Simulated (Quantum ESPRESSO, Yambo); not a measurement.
# SiO2 (Quartz): G0W0 in Yambo against the screening cutoff

How does the gap of SiO2 (Quartz) converge in the screening cutoff?

Method: LDA and many-body steps on it, plane waves, in Yambo 5.3.0.

This is a report of a sequence of runs, with most program output left out.

## 1. The starting structure

Symmetry: P3_121, No. 152, trigonal system. Conventional cell: a = 4.916 Å, b = 4.916 Å, c = 5.409 Å, α = 90.00°, β = 90.00°, γ = 120.00°. Nearest to Si lie 4 O at 1.61 Å. Nearest to O lie 2 Si at 1.61 Å. Farther neighbours and most contacts between anions are not listed.

Structure file:

```cif
data_structure
_symmetry_space_group_name_H-M 'P 1'
_symmetry_Int_Tables_number 1
_cell_length_a 4.9158
_cell_length_b 4.9158
_cell_length_c 5.4091
_cell_angle_alpha 90.000
_cell_angle_beta 90.000
_cell_angle_gamma 120.000
_cell_volume 113.20
loop_
_atom_site_label
_atom_site_type_symbol
_atom_site_fract_x
_atom_site_fract_y
_atom_site_fract_z
_atom_site_occupancy
Si1 Si 0.53030 0.00000 0.33333 1
Si2 Si 0.00000 0.53030 0.66667 1
Si3 Si 0.46970 0.46970 0.00000 1
O4 O 0.14620 0.41420 0.88100 1
O5 O 0.58580 0.73200 0.21433 1
O6 O 0.26800 0.85380 0.54767 1
O7 O 0.41420 0.14620 0.11900 1
O8 O 0.73200 0.58580 0.78567 1
O9 O 0.85380 0.26800 0.45233 1
```

The cell and positions come from the Crystallography Open Database and are kept as given unless a step says otherwise.

## 2. 2 Ha

This step: Yambo 5.3.0; G0W0 on LDA, plane waves, norm-conserving pseudopotentials.

Now the one-shot GW correction: screening in the RPA, then the self-energy of the levels asked for.

The input, gw7.in:

```
HF_and_locXC
gw0
dyson
ppa
em1d
rim_cut
RandQpts= 1000000
RandGvec= 1 RL
EXXRLvcs= 72 Ry
VXCRLvcs= 288 Ry
Chimod= "HARTREE"
% BndsRnXp
 1 | 143 |
%
NGsBlkXp= 4 Ry
% LongDrXp
 1 | 1 | 1 |
%
% GbndRnge
 1 | 143 |
%
DysSolver= "n"
ExtendOut
PPAPntXp= 27.21138 eV
% QPkrange
 5 | 5 | 23 | 26 |
 1 | 1 | 23 | 26 |
%
```

The run is started by

```
$ OMP_NUM_THREADS=2 mpirun -n 4 yambo -F gw7.in -J gw7 -C gw7 > gw7.log
```

Run time: 33 s. Hardware: 4 MPI ranks of Arm Neoverse V1, shared host; peak memory 2.3 GiB; 4 min of CPU time.

Numbers from this step:

- G0W0 gap on the points computed: 8.666 eV
- starting gap on the mesh: 5.801 eV
- k of the valence top: 0.3333, 0.3333, 0
- k of the conduction bottom: 0, 0, 0
- least direct G0W0 gap on the computed points: 9.058 eV
- Z at the valence top: 0.8298
- Z at the conduction bottom: 0.8767

The gap on the mesh goes from 5.80 eV to 8.67 eV, a correction of +2.86 eV.

## 3. 3 Ha

gw8.in, as its differences from gw7.in of step 2:

```diff
@@ -14,3 +14,3 @@
 %
-NGsBlkXp= 4 Ry
+NGsBlkXp= 6 Ry
 % LongDrXp
```

The run is started by

```
$ OMP_NUM_THREADS=2 mpirun -n 4 yambo -F gw8.in -J gw8 -C gw8 > gw8.log
```

The job ended after 41 s (4 MPI ranks; peak memory 2.3 GiB).

Numbers from this step:

```yaml
g0w0_gap_on_the_points_computed: 8.682 eV
starting_gap_on_the_mesh: 5.801 eV
k_of_the_valence_top: 0.3333, 0.3333, 0
k_of_the_conduction_bottom: 0, 0, 0
least_direct_g0w0_gap_on_the_computed_points: 9.057 eV
z_at_the_valence_top: 0.8229
z_at_the_conduction_bottom: 0.8737
```

Against the run before, the gap moves by +0.016 eV.

## 4. 6 Ha

gw9.in, as its differences from gw8.in of step 3:

```diff
@@ -14,3 +14,3 @@
 %
-NGsBlkXp= 6 Ry
+NGsBlkXp= 12 Ry
 % LongDrXp
```

The run is started by

```
$ OMP_NUM_THREADS=2 mpirun -n 4 yambo -F gw9.in -J gw9 -C gw9 > gw9.log
```

It took 2.6 min on 4 MPI ranks; peak memory 2.3 GiB.

This step gave:

| Item | Value |
| --- | --- |
| G0W0 gap on the points computed | 8.745 eV |
| starting gap on the mesh | 5.801 eV |
| k of the valence top | 0.3333, 0.3333, 0 |
| k of the conduction bottom | 0, 0, 0 |
| least direct G0W0 gap on the computed points | 9.124 eV |

Against the run before, the gap moves by +0.063 eV.

## 5. 7.5 Ha

gw10.in, as its differences from gw9.in of step 4:

```diff
@@ -14,3 +14,3 @@
 %
-NGsBlkXp= 12 Ry
+NGsBlkXp= 15 Ry
 % LongDrXp
```

The run is started by

```
$ OMP_NUM_THREADS=2 mpirun -n 4 yambo -F gw10.in -J gw10 -C gw10 > gw10.log
```

Elapsed: 4.7 min, on 4 MPI ranks; peak memory 2.4 GiB.

Numbers from this step:

```
G0W0 gap on the points computed              : 8.748 eV
starting gap on the mesh                     : 5.801 eV
k of the valence top                         : 0.3333, 0.3333, 0
k of the conduction bottom                   : 0, 0, 0
least direct G0W0 gap on the computed points : 9.127 eV
```

Against the run before, the gap moves by +0.003 eV.

## 6. 9.5 Ha

gw11.in, as its differences from gw10.in of step 5:

```diff
@@ -14,3 +14,3 @@
 %
-NGsBlkXp= 15 Ry
+NGsBlkXp= 19 Ry
 % LongDrXp
```

The run is started by

```
$ OMP_NUM_THREADS=2 mpirun -n 4 yambo -F gw11.in -J gw11 -C gw11 > gw11.log
```

It took 8.6 min on 4 MPI ranks; peak memory 2.3 GiB; 63 min of CPU time.

This step gave:

| Quantity | Value |
| --- | --- |
| G0W0 gap on the points computed | 8.750 eV |
| starting gap on the mesh | 5.801 eV |
| k of the valence top | 0.3333, 0.3333, 0 |
| k of the conduction bottom | 0, 0, 0 |
| least direct G0W0 gap on the computed points | 9.129 eV |

Against the run before, the gap moves by +0.002 eV.

## 7. The runs together

Times are wall times on 4 MPI ranks of Arm Neoverse V1, shared host, good to a factor of about two.

| run | mesh | bands | screening cutoff (eV) | DFT gap (eV) | gap on the mesh (eV) | direct (eV) | time |
| --- | --- | --- | --- | --- | --- | --- | --- |
| 2 Ha | 3×3×2 | 143 | 54.4 | 5.801 | 8.666 | 9.058 | 33 s |
| 3 Ha | 3×3×2 | 143 | 81.6 | 5.801 | 8.682 | 9.057 | 41 s |
| 6 Ha | 3×3×2 | 143 | 163.3 | 5.801 | 8.745 | 9.124 | 2.6 min |
| 7.5 Ha | 3×3×2 | 143 | 204.1 | 5.801 | 8.748 | 9.127 | 4.7 min |
| 9.5 Ha | 3×3×2 | 143 | 258.5 | 5.801 | 8.750 | 9.129 | 8.6 min |

## 8. Summary of results

| Item | Value |
| --- | --- |
| 2 Ha | 8.666 eV |
| 3 Ha | 8.682 eV |
| 6 Ha | 8.745 eV |
| 7.5 Ha | 8.748 eV |
| 9.5 Ha | 8.750 eV |
| known limits | not at the basis limit; coarse k mesh |

In words: The setting moved: screening cutoff. From 2 Ha to 9.5 Ha the gap moves by +0.08 eV, for 15 times the time. It holds to 0.03 eV from 6 Ha on. Bands and screening cutoff are coupled, so a series along one setting does not show full convergence. Bands and cutoff are finite, so the gap is not at the basis limit. The miss can reach some tenths of an eV and take either sign; the mesh is an error of its own. In the G0W0 runs levels were corrected at 2 k points alone, so a gap called «on the mesh» is the least over those, and an edge elsewhere would be missed. The 3×3×2 mesh is coarse for this cell, which bears on the long-range parts of exchange and screening.

[Paths, hosts, dates, memory and timing lines, banners, echoed tables and standing remarks are left out of the program output.]

[Logs are printed without paths, hosts, clocks, repeated set-up lines and the standing remarks that a program may print on its own settings, such as how far it seeks lower states.]

[Runs of the session that timed out or met a known fault of the program may be left out.]

[Hosts, paths, dates, database ids (printed as entryN), source tags and the programs' standing remarks are cut or masked in the printed files.]
